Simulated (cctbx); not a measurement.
## A crystallographic session in cctbx: Cs2BeI4

Library: cctbx 2025.11. The data are simulated by the first script.

## 1. Simulate the data

run.py:

```python
from cctbx import adptbx, crystal, miller, sgtbx, xray
from cctbx.array_family import flex
from iotbx.shelx import hklf
from scitbx import matrix
import scitbx.random

cs = crystal.symmetry(unit_cell=(11.107, 8.433, 14.599, 90, 90, 90), space_group_symbol='Hall: -P 2ac 2n')  # Pnma
atoms = [  # label, site, U (iso, or U11 U22 U33 U12 U13 U23 in A^2), occupancy
    ("Cs1", (0.1299, 0.75, 0.6031), 0.0132, 1),
    ("Cs2", (0.4804, 0.75, 0.3373), 0.0115, 1),
    ("I1", (0.1718, 0.9915, 0.3493), 0.0119, 1),
    ("I2", (0.815, 0.75, 0.405), 0.0126, 1),
    ("I3", (0.5083, 0.75, 0.601), 0.0101, 1),
    ("Be1", (0.7396, 0.75, 0.5765), 0.0230, 1),
]
xs = xray.structure(crystal_symmetry=cs)
for label, site, u, occ in atoms:
    u = adptbx.u_cif_as_u_star(cs.unit_cell(), u) if isinstance(u, tuple) else u
    xs.add_scatterer(xray.scatterer(label, site=site, u=u, occupancy=occ))
xs.set_inelastic_form_factors(0.71073, "sasaki")
xs.show_summary()
p1 = xs.expand_to_p1()
ms = miller.build_set(p1, anomalous_flag=True, d_min=0.84)
flex.set_random_seed(515615)
scitbx.random.set_random_seed(515615)
ms = ms.select(flex.random_double(ms.size()) < 0.95)
i = ms.structure_factors_from_scatterers(p1, algorithm="direct").f_calc().as_intensity_array().data()
i = i * 70000 / flex.max(i)
sig = flex.sqrt(i + flex.pow2(0.015 * i) + 15 ** 2)
noise = scitbx.random.variate(scitbx.random.normal_distribution())(i.size())
data = ms.array(data=i + sig * noise, sigmas=sig).set_observation_type_xray_intensity()
with open("data.hkl", "w") as f:
    data.export_as_shelx_hklf(f)
print("reflections written:", data.size(), " <I/sigma> = %.1f" % flex.mean(data.data() / data.sigmas()))
for h, a, b in list(data.sort("data"))[:12]:
    print("%4d%4d%4d %9.1f %7.1f" % (h + (a, b)))
```

```console
$ python run.py
```

```text
Number of scatterers: 6
At special positions: 5
Unit cell: (11.107, 8.433, 14.599, 90, 90, 90)
Space group: P n m a (No. 62)
reflections written: 9183  <I/sigma> = 18.3
   0   4   0   71294.1  1082.9
   0  -4   0   68798.4  1082.9
   0   0  -4   60216.9   937.2
   0   0   4   60076.0   937.2
   3   0  -1   42298.7   651.0
  -3   0   1   41999.1   651.0
   3   0   1   41836.4   651.0
  -3   0  -1   40591.4   651.0
   6   0   0   35761.5   565.4
  -6   0   0   35634.9   565.4
   0  -4   4   35272.5   560.0
   0   4   4   35186.8   560.0
```

Run time: 0.3 s on 1 thread of AMD EPYC 7R13 Processor (Zen 3), with other jobs on the host, peak memory 0.07 GiB.

## 2. Symmetry

run.py:

```python
from cctbx import crystal, sgtbx, statistics
from cctbx.array_family import flex
from iotbx.shelx import hklf

p1 = crystal.symmetry(unit_cell=(11.107, 8.433, 14.599, 90, 90, 90), space_group_symbol="P 1")
raw = hklf.reader(file_name="data.hkl").as_miller_arrays(crystal_symmetry=p1, anomalous=True)[0]
print(raw.size(), "reflections to d = %.3f A" % raw.d_min())
isig = raw.data() / raw.sigmas()
print("centring   violations  <I/sigma> of those")
best = "P"
for c in "ABCIRF":
    a = raw.customized_copy(space_group_info=sgtbx.space_group_info("Hall: %s 1" % c)).sys_absent_flags().data()
    m = flex.mean(isig.select(a))
    print("%5s %10d of %5d %8.1f" % (c, (isig.select(a) > 4).count(True), a.count(True), m))
    if (isig.select(a) > 4).count(True) < 0.01 * a.count(True):
        best = c
raw = raw.select(~raw.customized_copy(space_group_info=sgtbx.space_group_info("Hall: %s 1" % best)).sys_absent_flags().data())
isig = raw.data() / raw.sigmas()
rows = []
for s in sgtbx.space_group_symbol_iterator():
    g = sgtbx.space_group(s)
    if g.conventional_centring_type_symbol() != best or not g.is_compatible_unit_cell(p1.unit_cell(), 1e-3, 0.02):
        continue
    rows.append((s, g))
print("Laue class    unique    Rint  (classes that these axes allow; Friedel mates merged)")
rint = {}
for s, g in rows:
    laue = g.build_derived_patterson_group()
    key = laue.type().hall_symbol()
    if key not in rint:
        m = raw.customized_copy(space_group_info=laue.info(), anomalous_flag=False).merge_equivalents()
        rint[key] = m.r_int()
        print("%-14s %6d %7.3f" % (laue.type().lookup_symbol(), m.array().size(), m.r_int()))
floor = min(rint.values())
good = [(s, g) for s, g in rows if rint[g.build_derived_patterson_group().type().hall_symbol()] < 2 * floor + 0.03]
top = max(g.build_derived_patterson_group().order_z() for s, g in good)
print("space group    extra absences  I>4sigma  <I/sigma>")
for s, g in good:
    laue = g.build_derived_patterson_group()
    if laue.order_z() != top:
        continue
    a = raw.customized_copy(space_group_info=g.info()).sys_absent_flags().data()
    a &= ~raw.customized_copy(space_group_info=laue.info()).sys_absent_flags().data()
    bad = (isig.select(a) > 4).count(True)
    if bad <= 0.03 * a.count(True):
        print("%-16s %8d %10d %9s  %s" % (s.universal_hermann_mauguin(), a.count(True), bad, "%.1f" % flex.mean(isig.select(a)) if a.count(True) else "-", "centric" if g.is_centric() else "acentric"))
laue = max(good, key=lambda t: t[1].build_derived_patterson_group().order_z())[1].build_derived_patterson_group()
f = raw.customized_copy(space_group_info=laue.info(), anomalous_flag=False).merge_equivalents().array().eliminate_sys_absent().f_sq_as_f()
f.set_observation_type_xray_amplitude()
bins = max(3, min(8, f.size() // 12))
f.setup_binner(n_bins=bins)
w = statistics.wilson_plot(f, {e: n / laue.order_z() for e, n in {'Cs': 8.0, 'I': 16.0, 'Be': 4.0}.items()}, e_statistics=True)
print("Wilson B = %.2f A^2   <|E^2-1|> = %.3f (0.968 centric, 0.736 acentric)   E^2>4: %.1f %%" % (w.wilson_b, w.mean_e_sq_minus_1, w.percent_e_sq_gt_2))
print("shell (A)         n   <I/sigma>")
m = raw.customized_copy(space_group_info=laue.info(), anomalous_flag=False).merge_equivalents().array().eliminate_sys_absent()
for b in m.setup_binner(n_bins=bins).range_used():
    sel = m.binner().selection(b)
    print("%5.2f - %4.2f %6d %8.1f" % (min(m.binner().bin_d_range(b)[0] if m.binner().bin_d_range(b)[0] > 0 else 99, 99), m.binner().bin_d_range(b)[1], sel.count(True), flex.mean((m.data() / m.sigmas()).select(sel))))
```

```console
$ python run.py
```

```text
9183 reflections to d = 0.840 A
centring   violations  <I/sigma> of those
    A       3363 of  4601     19.1
    B       3267 of  4615     18.8
    C       3136 of  4590     17.8
    I       3146 of  4599     16.4
    R       4347 of  6133     18.3
    F       4883 of  6903     18.6
Laue class    unique    Rint  (classes that these axes allow; Friedel mates merged)
P -1             4814   0.017
P 1 2/m 1        2596   0.020
P 1 1 2/m        2525   0.020
P 2/m 1 1        2556   0.020
P m m m          1427   0.021
space group    extra absences  I>4sigma  <I/sigma>
P 2 2 2                 0          0         -  acentric
P 2 2 21               17          0       0.3  acentric
P 21 2 2               13          0      -0.1  acentric
P 2 21 2               10          0       0.3  acentric
P 21 21 2              23          0       0.1  acentric
P 2 21 21              27          0       0.3  acentric
P 21 2 21              30          0       0.1  acentric
P 21 21 21             40          0       0.1  acentric
P m m 2                 0          0         -  acentric
P 2 m m                 0          0         -  acentric
P m 2 m                 0          0         -  acentric
P 21 m a              198          0       0.0  acentric
P m 2 a               198          0       0.0  acentric
P n m 21              263          0       0.0  acentric
P n 21 m              263          0       0.0  acentric
P n 21 a              461          0       0.0  acentric
P m m m                 0          0         -  centric
P m m a               198          0       0.0  centric
P n m m :1            263          0       0.0  centric
P n m m :2            263          0       0.0  centric
P n m a               461          0       0.0  centric
Wilson B = 1.11 A^2   <|E^2-1|> = 1.009 (0.968 centric, 0.736 acentric)   E^2>4: 4.4 %
shell (A)         n   <I/sigma>
14.60 - 1.68    204     46.7
 1.68 - 1.33    191     45.5
 1.33 - 1.16    176     51.5
 1.16 - 1.06    170     39.1
 1.06 - 0.98    177     43.5
 0.98 - 0.92    164     37.6
 0.92 - 0.88    177     38.4
 0.88 - 0.84    168     33.9
```

Time: 0.44 s.

## 3. Charge flipping

run.py:

```python
import itertools
from cctbx import crystal, maptbx
from cctbx.array_family import flex
from iotbx.shelx import hklf
from smtbx.ab_initio import charge_flipping as cf

cs = crystal.symmetry(unit_cell=(11.107, 8.433, 14.599, 90, 90, 90), space_group_symbol='Hall: -P 2ac 2n')  # Pnma
raw = hklf.reader(file_name="data.hkl").as_miller_arrays(crystal_symmetry=cs, anomalous=True)[0]
merged = raw.eliminate_sys_absent().merge_equivalents()
fo2 = merged.array().set_observation_type_xray_intensity()
f = fo2.average_bijvoet_mates().f_sq_as_f().resolution_filter(d_min=0.9)
p1 = f.expand_to_p1()
p1.setup_binner_counting_sorted(reflections_per_bin=max(40, p1.size() // 12))
work = p1.array(data=p1.data() / p1.amplitude_quasi_normalisations().data())
flex.set_random_seed(74753)
it = cf.weak_reflection_improved_iterator(delta=None, weak_reflection_fraction=0.3)
it.start(work, phases=flex.random_double(p1.size()) * 6.2832, f_000=0)
it.delta = 0.9 * it.rho_map.sigma()
print("cycle      R  skewness")
for n, st in enumerate(itertools.islice(it, 200)):
    if n % 16 == 0:
        print("%5d %6.3f %8.2f" % (n, st.r1_factor(), st.rho_map.skewness()))
rho = p1.phase_transfer(it.f_calc).fft_map().apply_volume_scaling()
polish = cf.low_density_elimination_iterator(constant_rho_c=rho.sigma())
polish.start(f_obs=p1, phases=it.f_calc, f_000=0)
for _ in range(8):
    next(polish)
print("origin shift          correlation  skewness")
maps = []
for fc, shift, cc in itertools.islice(cf.f_calc_symmetrisations(f, polish.f_calc, 0), 4):
    m = f.phase_transfer(fc).fft_map(symmetry_flags=maptbx.use_space_group_symmetry, resolution_factor=0.25).apply_sigma_scaling()
    maps.append((m.skewness(), cc, m))
    print("%6.3f %6.3f %6.3f %10.3f %9.2f" % (tuple(shift) + (cc, m.skewness())))
skew, cc, m = max((t for t in maps if t[1] > maps[0][1] - 0.04), key=lambda t: t[0])
print("taken: symmetry correlation %.3f, skewness %.2f" % (cc, skew))
peaks = m.peak_search(parameters=maptbx.peak_search_parameters(min_distance_sym_equiv=0.9, max_clusters=11)).all()
sps = cs.special_position_settings(min_distance_sym_equiv=0.5)
print("peak      x       y       z  mult  height/sigma")
for k, (x, h) in enumerate(zip(peaks.sites(), peaks.heights())):
    ss = sps.site_symmetry(x)
    print("Q%-3d %7.4f %7.4f %7.4f %4d %8.1f" % ((k + 1,) + tuple(t % 1 for t in ss.exact_site()) + (ss.multiplicity(), h)))
```

```console
$ python run.py
```

```text
cycle      R  skewness
    0  0.679     0.21
   16  0.455     1.35
   32  0.454     1.58
   48  0.466     1.81
   64  0.473     3.23
   80  0.498     4.85
   96  0.491     4.71
  112  0.487     4.77
  128  0.499     4.74
  144  0.499     4.79
  160  0.488     4.77
  176  0.501     4.80
  192  0.493     4.88
origin shift          correlation  skewness
 0.346  0.418  0.424      0.799      2.93
 0.173  0.167  0.398      0.785      1.08
 0.173  0.169  0.449      0.790      1.31
 0.342  0.161  0.398      0.789      1.13
taken: symmetry correlation 0.799, skewness 2.93
peak      x       y       z  mult  height/sigma
Q1    0.9989  0.2500  0.9165    4     15.0
Q2    0.1803  0.7500  0.5951    4     13.8
Q3    0.1343  0.2500  0.5956    4      9.0
Q4    0.1781  0.0003  0.3454    8      8.9
Q5    0.0146  0.7500  0.8543    4      7.1
Q6    0.1322  0.2500  0.3539    4      4.9
Q7    0.1781  0.9962  0.5974    8      4.3
Q8    0.1179  0.7500  0.3725    4      3.7
Q9    0.0104  0.5169  0.1566    8      3.4
Q10   0.2395  0.7500  0.1111    4      3.1
Q11   0.1411  0.0423  0.1278    8      2.7
```

Time: 0.6 s.

## 4. Refinement (model from the peaks)

run.py:

```python
import math
from cctbx import adptbx, crystal, maptbx, sgtbx, xray
from cctbx.array_family import flex
from cctbx.xray import observations
from iotbx.shelx import hklf
from scitbx.lstbx import normal_eqns_solving
from smtbx import absolute_structure, utils
from smtbx.refinement import constraints, least_squares

cs = crystal.symmetry(unit_cell=(11.107, 8.433, 14.599, 90, 90, 90), space_group_symbol='Hall: -P 2ac 2n')  # Pnma
atoms = [  # label, site, U (iso, or U11 U22 U33 U12 U13 U23 in A^2), occupancy
    ("Cs1", (0.9989, 0.25, 0.9165), 0.0200, 1),
    ("Cs2", (0.1803, 0.75, 0.5951), 0.0200, 1),
    ("I1", (0.1343, 0.25, 0.5956), 0.0200, 1),
    ("I2", (0.1781, 0.0003, 0.3454), 0.0200, 1),
    ("I3", (0.0146, 0.75, 0.8543), 0.0200, 1),
    ("Be1", (0.2395, 0.75, 0.1111), 0.0200, 1),
]
xs = xray.structure(crystal_symmetry=cs)
for label, site, u, occ in atoms:
    u = adptbx.u_cif_as_u_star(cs.unit_cell(), u) if isinstance(u, tuple) else u
    xs.add_scatterer(xray.scatterer(label, site=site, u=u, occupancy=occ))
xs.set_inelastic_form_factors(0.71073, "sasaki")
raw = hklf.reader(file_name="data.hkl").as_miller_arrays(crystal_symmetry=cs, anomalous=True)[0]
merged = raw.eliminate_sys_absent().merge_equivalents()
fo2 = merged.array().set_observation_type_xray_intensity()
print("Rint %.3f, %d unique reflections to %.2f A" % (merged.r_int(), fo2.size(), fo2.d_min()))
for sc in xs.scatterers():
    sc.flags.set_grad_site(True)
    sc.flags.set_grad_u_aniso(sc.flags.use_u_aniso())
    sc.flags.set_grad_u_iso(sc.flags.use_u_iso())
obs = fo2.as_xray_observations()
extra = {}
rep = constraints.reparametrisation(xs, [], utils.connectivity_table(xs), **extra)
ls = least_squares.crystallographic_ls(obs, rep, weighting_scheme=least_squares.mainstream_shelx_weighting(a=0, b=0))
print("cycle     R1     wR2    GooF  max shift (A)")
for cycle in range(6):
    ls.build_up()
    r1, wr2, goof = ls.r1_factor(cutoff_factor=2)[0], ls.wR2(), ls.goof()
    old = xs.sites_cart()
    normal_eqns_solving.levenberg_marquardt_iterations(ls, n_max_iterations=3, tau=0.0001, step_threshold=1e-7)
    big = flex.max((xs.sites_cart() - old).norms())
    print("%4d %7.4f %7.4f %7.3f %9.5f" % (cycle + 1, r1, wr2, goof, big))
    ls.build_up(objective_only=True)
    if abs(ls.wR2() - wr2) < 5e-5 and big < 5e-4:
        break
ls.build_up()
print("final R1 %.4f wR2 %.4f GooF %.3f  parameters %d  data/parameter %.1f" % (ls.r1_factor(cutoff_factor=2)[0], ls.wR2(), ls.goof(), ls.n_parameters, fo2.size() / ls.n_parameters))
cov = ls.covariance_matrix_and_annotations()
su = dict(zip(cov.annotations, (math.sqrt(max(v, 0)) for v in cov.matrix.matrix_packed_u_diagonal())))
a2 = cs.unit_cell().reciprocal_parameters()[0] ** -2
print("atom        x        y        z      Ueq    occ   su(xyz)  su(Uiso or U11)")
for sc in xs.scatterers():
    s = max(su.get(sc.label + k, 0) for k in (".x", ".y", ".z"))
    npd = "" if sc.is_positive_definite_u(cs.unit_cell()) else "  NPD"
    print("%-5s %8.5f %8.5f %8.5f %8.4f %6.3f %8.5f %7.4f%s" % ((sc.label,) + sc.site + (sc.u_iso_or_equiv(cs.unit_cell()), sc.occupancy, s, su.get(sc.label + ".uiso", su.get(sc.label + ".u11", 0) * a2), npd)))
fo = fo2.f_sq_as_f()
fc = fo.structure_factors_from_scatterers(xs, algorithm="direct").f_calc()
diff = fo.f_obs_minus_f_calc(1 / math.sqrt(ls.scale_factor()), fc).average_bijvoet_mates()
m = diff.fft_map(symmetry_flags=maptbx.use_space_group_symmetry, resolution_factor=0.25).apply_volume_scaling()
print("difference map: max %.2f min %.2f rms %.2f" % (m.statistics().max(), m.statistics().min(), m.statistics().sigma()))
peaks = m.peak_search(parameters=maptbx.peak_search_parameters(min_distance_sym_equiv=0.6, max_clusters=5)).all()
near = xs.closest_distances(peaks.sites(), distance_cutoff=4)
sps = cs.special_position_settings(min_distance_sym_equiv=0.5)
for k, (x, h) in enumerate(zip(peaks.sites(), peaks.heights())):
    ss = sps.site_symmetry(x)
    print("Q%-3d %7.4f %7.4f %7.4f %4d %7.2f  %.2f A from %s" % ((k + 1,) + tuple(t % 1 for t in ss.exact_site()) + (ss.multiplicity(), h, near.smallest_distances[k], xs.scatterers()[near.i_seqs[k]].label)))
```

```console
$ python run.py
```

```text
Rint 0.021, 1295 unique reflections to 0.84 A
cycle     R1     wR2    GooF  max shift (A)
   1  0.4477  0.7456  46.843   0.27950
   2  0.0222  0.0466   2.927   0.36086
   3  0.0216  0.0448   2.816   0.47926
   4  0.0214  0.0436   2.737   0.47091
   5  0.0210  0.0426   2.674   0.11347
   6  0.0210  0.0424   2.665   0.01009
final R1 0.0209 wR2 0.0423 GooF 2.659  parameters 19  data/parameter 68.2
atom        x        y        z      Ueq    occ   su(xyz)  su(Uiso or U11)
Cs1    1.00828  0.25000  0.89903   0.0125  1.000  0.00004  0.0001
Cs2    0.18493  0.75000  0.59498   0.0150  1.000  0.00005  0.0001
I1     0.12993  0.25000  0.60307   0.0107  1.000  0.00005  0.0001
I2     0.17178  0.00855  0.34932   0.0117  1.000  0.00004  0.0001
I3     0.01963  0.75000  0.83729   0.0089  1.000  0.00004  0.0001
Be1    0.36370  0.75000  0.09878   0.1889  1.000  0.00704  0.0320
difference map: max 7.05 min -1.12 rms 0.23
Q1    0.2402  0.2500  0.9218    4    7.22  2.60 A from Cs1
Q2    0.0086  0.2500  0.1773    4    1.33  0.38 A from I3
Q3    0.0387  0.7500  0.8597    4    1.32  0.39 A from I3
Q4    0.0997  0.2500  0.6316    4    0.74  0.53 A from I1
Q5    0.2103  0.7500  0.5118    4    0.69  1.25 A from Cs2
```

Time: 0.53 s.

## 5. Refinement (anisotropic displacement)

run.py, as its changes from the last script of this kind:

```diff
@@ -12,6 +12,6 @@
-    ("Cs1", (0.9989, 0.25, 0.9165), 0.0200, 1),
-    ("Cs2", (0.1803, 0.75, 0.5951), 0.0200, 1),
-    ("I1", (0.1343, 0.25, 0.5956), 0.0200, 1),
-    ("I2", (0.1781, 0.0003, 0.3454), 0.0200, 1),
-    ("I3", (0.0146, 0.75, 0.8543), 0.0200, 1),
-    ("Be1", (0.2395, 0.75, 0.1111), 0.0200, 1),
+    ("Cs1", (1.00828, 0.25, 0.89903), 0.0125, 1),
+    ("Cs2", (0.18493, 0.75, 0.59498), 0.0150, 1),
+    ("I1", (0.12993, 0.25, 0.60307), 0.0107, 1),
+    ("I2", (0.17178, 0.00855, 0.34932), 0.0117, 1),
+    ("I3", (0.01963, 0.75, 0.83729), 0.0089, 1),
+    ("Be1", (0.3637, 0.75, 0.09878), 0.1889, 1),
@@ -23,0 +24 @@
+xs.convert_to_anisotropic()
@@ -37 +38 @@
-for cycle in range(6):
+for cycle in range(8):
@@ -41 +42 @@
-    normal_eqns_solving.levenberg_marquardt_iterations(ls, n_max_iterations=3, tau=0.0001, step_threshold=1e-7)
+    normal_eqns_solving.levenberg_marquardt_iterations(ls, n_max_iterations=3, tau=1e-06, step_threshold=1e-7)
@@ -62 +63 @@
-peaks = m.peak_search(parameters=maptbx.peak_search_parameters(min_distance_sym_equiv=0.6, max_clusters=5)).all()
+peaks = m.peak_search(parameters=maptbx.peak_search_parameters(min_distance_sym_equiv=0.6, max_clusters=6)).all()
```

```console
$ python run.py
```

```text
Rint 0.021, 1295 unique reflections to 0.84 A
cycle     R1     wR2    GooF  max shift (A)
   1  0.0209  0.0423   2.680   0.00034
   2  0.0208  0.0418   2.647   0.00869
   3  0.0205  0.0414   2.620   0.02815
   4  0.0205  0.0413   2.618   0.01408
   5  0.0205  0.0413   2.618   0.00532
   6  0.0205  0.0413   2.617   0.00263
   7  0.0205  0.0413   2.617   0.00163
   8  0.0205  0.0413   2.617   0.00108
final R1 0.0204 wR2 0.0413 GooF 2.617  parameters 39  data/parameter 33.2
atom        x        y        z      Ueq    occ   su(xyz)  su(Uiso or U11)
Cs1    1.00828  0.25000  0.89904   0.0123  1.000  0.00004  0.0002
Cs2    0.18492  0.75000  0.59498   0.0148  1.000  0.00005  0.0003
I1     0.12976  0.25000  0.60302   0.0124  1.000  0.00012  0.0006
I2     0.17179  0.00855  0.34932   0.0115  1.000  0.00004  0.0002
I3     0.01962  0.75000  0.83729   0.0087  1.000  0.00004  0.0002
Be1    0.36388  0.75000  0.10271   0.0315  1.000  0.00350  0.0277  NPD
difference map: max 7.08 min -1.13 rms 0.23
Q1    0.2398  0.2500  0.9219    4    7.26  2.59 A from Cs1
Q2    0.0074  0.2500  0.1819    4    1.54  0.41 A from I3
Q3    0.0417  0.7500  0.8585    4    1.52  0.40 A from I3
Q4    0.2118  0.7500  0.5128    4    0.63  1.24 A from Cs2
Q5    0.0534  0.7500  0.0148    4    0.63  1.43 A from Cs1
Q6    0.1995  0.2500  0.8368    4    0.59  2.31 A from Cs1
```

Run time: 0.55 s on 1 thread of AMD EPYC 7R13 Processor (Zen 3) (shared host), peak memory 0.09 GiB.

[Logs are printed without paths, hosts, clocks, repeated set-up lines and the standing remarks that a program may print on its own settings, such as how far it seeks lower states.]
